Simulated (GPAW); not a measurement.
# Near-edge structure at the La L₃ edge of LaS (Fm-3m), part 3 of 3

Aim: the near-edge shape at the La L₃ edge of LaS (Fm-3m), and what the core hole does to it.

GPAW 26.7.0; X-ray absorption from dipole matrix elements to empty bands, plane-wave PAW LDA.

So far. Step 3 (Spectrum without a core hole, La atom 1): Main maxima below 30 eV (height): 3.0 eV (2.06) and 24.2 eV (0.88). At an L edge the dipole rule selects empty d (and weakly s) states on the absorber, and the strong line at the onset measures the empty part of its d band. Step 5 (Spectrum with XCH, La atom 1): Main maxima below 28 eV (height): 2.2 eV (2.49), 9.2 eV (0.74) and 17.0 eV (0.77). 

## Step 7: Spectrum with XCH, La atom 1

A smaller cell brings the holes closer; here they are 4.1 Å apart.

Changed against the first core-hole run: supercell atoms from 12 to 2; the field's mesh follows (3×3×3 to 5×5×5).

File xas.py:

```python
import numpy as np
from ase import Atoms
from ase.parallel import parprint, paropen
from gpaw import GPAW, PW, FermiDirac, Mixer, MixerDif, setup_paths
from gpaw.test import gen
setup_paths.insert(0, '.')
gen('La', name='fch2p', xcname='LDA', corehole=(2, 1, 1), write_xml=True)
from gpaw.mpi import world
world.barrier()

atoms = Atoms('LaS',
    cell=[[0, 2.927, 2.927],
     [2.927, 0, 2.927],
     [2.927, 2.927, 0]],
    scaled_positions=[[0, 0, 0],
     [0.5, 0.5, 0.5]],
    pbc=True)
atoms.calc = calc = GPAW(legacy_gpaw=True, mode=PW(430), xc='LDA', setups={0: 'fch2p'},
    kpts={'size': (5, 5, 5), 'gamma': True}, occupations=FermiDirac(0.1),
    charge=-1, mixer=Mixer(0.1, 5, 50), maxiter=150,
    convergence={'density': 0.0001}, txt='scf.txt')
energy = atoms.get_potential_energy() + calc.get_reference_energy()
ef = calc.get_fermi_level()
out = dict(energy=energy, fermi=ef, forces=atoms.get_forces().tolist())
parprint(f'all-electron energy {energy:.4f} eV, Fermi level {ef:.4f} eV')
ev = np.array([[calc.get_eigenvalues(k, s) for k in range(len(calc.get_ibz_k_points()))] for s in range(calc.get_number_of_spins())])
out['homo'], out['lumo'], out['counts'] = ev[ev < ef].max(), ev[ev > ef].min(), sorted(set((ev < ef).sum((0, 2)).tolist()))
out['filled'] = (ev[:, 0] < ef).sum(1).tolist()

from ase.units import Ha
from gpaw.xas import dipole_matrix_elements
nb = int(calc.get_number_of_electrons() / 2) + 38
top = nb
nscf = calc.fixed_density(kpts={'size': (6, 6, 6), 'gamma': True},
    convergence={'eigenstates': 1.0}, txt='nscf.txt')
nscf.diagonalize_full_hamiltonian(nbands=nb)
cell = atoms.cell.array
ops = [cell.T @ U.T @ np.linalg.inv(cell.T) for U in nscf.wfs.kd.symmetry.op_scc]
E = np.arange(-6, 34, 0.1)
fwhm = np.interp(E, [4, 25], [3.41, 3.5])
Y, X, zero, highest = 0, 0, 1e9, 1e9
for spin in range(nscf.get_number_of_spins()):
    wfs = nscf.wfs
    A = dipole_matrix_elements(wfs.setups[0])
    eps = np.zeros((wfs.kd.nibzkpts, nb))
    d = np.zeros((3, A.shape[1], wfs.kd.nibzkpts, nb), complex)
    for kpt in wfs.kpt_u:
        if kpt.s == spin and 0 in kpt.P_ani:
            eps[kpt.k] = kpt.eps_n * Ha
            d[:, :, kpt.k] = (kpt.weight * wfs.nspins / 2) ** 0.5 * np.inner(A, kpt.P_ani[0])
    world.sum(eps)
    world.sum(d)
    T = np.einsum('amkn,bmkn->abkn', d, d.conj()).real
    T = sum(np.einsum('ai,ijkn,bj->abkn', R, T, R) for R in ops) / len(ops)
    empty = eps > ef
    zero, highest = min(zero, eps[empty].min()), min(highest, eps[:, top - 1].min())
    lines = [(eps, T, empty)] if spin == 0 else lines + [(eps, T, empty)]
for eps, T, empty in lines:
    f = np.einsum('aakn->akn', T).reshape(3, -1)
    x = eps.ravel() - zero
    w = np.interp(x, E, fwhm) / 2.35482
    g = np.exp(-0.5 * ((E[:, None] - x) / w) ** 2) / (w * (2 * np.pi) ** 0.5)
    Y = Y + (f * empty.ravel()) @ g.T
    X = X + (f * ~empty.ravel()) @ g.T
out.update(E=E.round(2).tolist(), xas=Y.tolist(), xes=X.tolist(), zero=zero, valid=highest - zero, nk=len(eps), nb=nb)
for i in range(0, len(E), 10):
    parprint(f'{E[i]:7.2f}', *(f'{v:10.3e}' for v in Y[:, i]))
import json
with paropen('out.json', 'w') as f:
    json.dump(out, f)
```

Run with:

```bash
OMP_NUM_THREADS=1 mpirun -n 4 gpaw python xas.py
```

Numbers of over 12 decimals in the logs are rounded to 6 here.

Output:

```text
Input parameters:
  charge: -1
  convergence: {density: 0.0001}
  kpts: {gamma: True,
         size: (5, 5, 5)}
  maxiter: 150
  mixer: {backend: pulay,
          beta: 0.1,
          method: separate,
          nmaxold: 5,
          weight: 50}
  mode: {ecut: 430.0,
         name: pw}
  occupations: {fixmagmom: False,
                name: fermi-dirac,
                width: 0.1}
  setups: {0: fch2p}

Initialize ...

[...]
*d    :     0.567233
--------------------------------

Diagonalizing with gridspacing h=0.050

state   all-electron     PAW
-------------------------------
5s:      -1.901609    -1.902574
5p:      -1.249815    -1.250864
5d:      -0.432767    -0.433289
*f:                   -0.052522
-------------------------------
all-electron energy -236070.3502 eV, Fermi level 10.8312 eV
[...]
32.00  1.513e-06  1.513e-06  1.513e-06
  33.00  1.562e-06  1.562e-06  1.562e-06
[key lines of the parts left out:]
Converged after 12 iterations.
Dipole moment: (-0.000000, -0.000000, 0.000000) |e|*Ang
Free energy:    -23.767205
Fermi level: 10.83125
```

The job ended after 17 s (4 MPI ranks of Arm Neoverse V1, shared host; peak memory 0.29 GiB).

These settings depart from the first run's and aren't meant as converged.

Against the first run the r.m.s. difference is 19 %. A shift of -0.6 eV leaves 11 %. The highest intensity below 24 eV goes from 2.2 eV (2.49) to 1.6 eV (2.63).

| E (eV) | first run | this run |
| --- | --- | --- |
| -2.0 | 0.16 | 0.25 |
| -0.5 | 0.81 | 1.20 |
| 1.0 | 1.98 | 2.46 |
| 2.5 | 2.48 | 2.37 |
| 4.0 | 1.73 | 1.38 |
| 5.5 | 0.91 | 0.89 |
| 7.0 | 0.68 | 0.83 |
| 8.5 | 0.73 | 0.79 |
| 10.0 | 0.73 | 0.72 |
| 11.5 | 0.64 | 0.60 |
| 13.0 | 0.54 | 0.59 |
| 14.5 | 0.57 | 0.66 |
| 16.0 | 0.72 | 0.64 |
| 17.5 | 0.75 | 0.58 |
| 19.0 | 0.61 | 0.51 |
| 20.5 | 0.53 | 0.60 |
| 22.0 | 0.56 | 0.80 |
| 23.5 | 0.61 | 0.89 |
| 25.0 | 0.65 | 0.76 |
| 26.5 | 0.64 | 0.56 |
| 28.0 | 0.62 | 0.57 |

## Step 8: What the core hole does

Both curves are counted from their own zero, so only the shift of weight within the empty states shows.

| E (eV) | no hole | XCH |
| --- | --- | --- |
| -2.0 | 0.09 | 0.16 |
| -1.0 | 0.29 | 0.51 |
| 0.0 | 0.68 | 1.18 |
| 1.0 | 1.25 | 1.98 |
| 2.0 | 1.81 | 2.47 |
| 3.0 | 2.06 | 2.33 |
| 4.0 | 1.86 | 1.73 |
| 5.0 | 1.45 | 1.11 |
| 6.0 | 1.16 | 0.77 |
| 7.0 | 1.04 | 0.68 |
| 8.0 | 0.98 | 0.71 |
| 9.0 | 0.89 | 0.74 |
| 10.0 | 0.81 | 0.73 |
| 11.0 | 0.76 | 0.68 |
| 12.0 | 0.70 | 0.61 |
| 13.0 | 0.65 | 0.54 |
| 14.0 | 0.66 | 0.53 |
| 15.0 | 0.68 | 0.61 |
| 16.0 | 0.67 | 0.72 |
| 17.0 | 0.65 | 0.77 |
| 18.0 | 0.62 | 0.72 |
| 19.0 | 0.57 | 0.61 |
| 20.0 | 0.55 | 0.54 |
| 21.0 | 0.60 | 0.53 |
| 22.0 | 0.71 | 0.56 |
| 23.0 | 0.82 | 0.59 |
| 24.0 | 0.88 | 0.63 |
| 25.0 | 0.85 | 0.65 |
| 26.0 | 0.73 | 0.65 |
| 27.0 | 0.58 | 0.63 |
| 28.0 | 0.52 | 0.62 |

With each curve scaled to its own mean, the area from −2 to 6 eV with the hole is 11.8 against 10.1, and the centre of weight from −1 to 20 eV moves by -0.6 eV: the hole pulls the absorber's empty states down.

## Step 9: What came out

```
absorber and edge             : La L₃, atom 1 of the ground-state input (counted from 1)
surroundings                  : 6 S at 2.93 Å (octahedral, site symmetry m-3m)
highest intensity below 24 eV : 2.2 eV above the zero, height 2.49
```

**Reading.** The La L₃ edge of atom 1, with 6 S at 2.93 Å (octahedral, site symmetry m-3m), has its highest intensity of the first 24 eV at 2.2 eV above the zero, 2.5 times the mean level of the first 20 eV (Gaussian full width 3.41 eV up to 4 eV, rising linearly to 3.5 eV at 25 eV). With each curve scaled to its own mean, the area from −2 to 6 eV with the hole is 11.8 against 10.1, and the centre of weight from −1 to 20 eV moves by -0.6 eV: the hole pulls the absorber's empty states down. A cell with holes 4.1 Å apart changes the curve by 19 % r.m.s. (11 % after the best shift). Only the L₃ part is meant: spin–orbit coupling of the core level isn't computed and the L₂ copy isn't added. The script folds with a Gaussian, whereas the core hole's own line is a Lorentzian, so the onset is too steep and the first peak too high. The primitive cell holds an odd number of electrons, so a spin-paired run has to come out metallic; that is right for a metal, but some such compounds are magnetic or distorted insulators. The structure is a published determination, not relaxed.

[Banner, clock and machine lines of the logs are left out without a mark of their own.]

[Logs are printed without paths, hosts, clocks, repeated set-up lines and the standing remarks that a program may print on its own settings, such as how far it seeks lower states.]

[Hosts, paths, dates, database ids (printed as entryN), source tags and the programs' standing remarks are cut or masked in the printed files.]

[Lists of maxima count a maximum above −3 eV only where it reaches 4 % of the highest in the window and stands out from its surroundings by 2 % of it (1.5 % where it reaches 55 %); shoulders and weaker maxima are passed over, and of the rest the first, up to two pre-edge ones and the few strongest are named.]
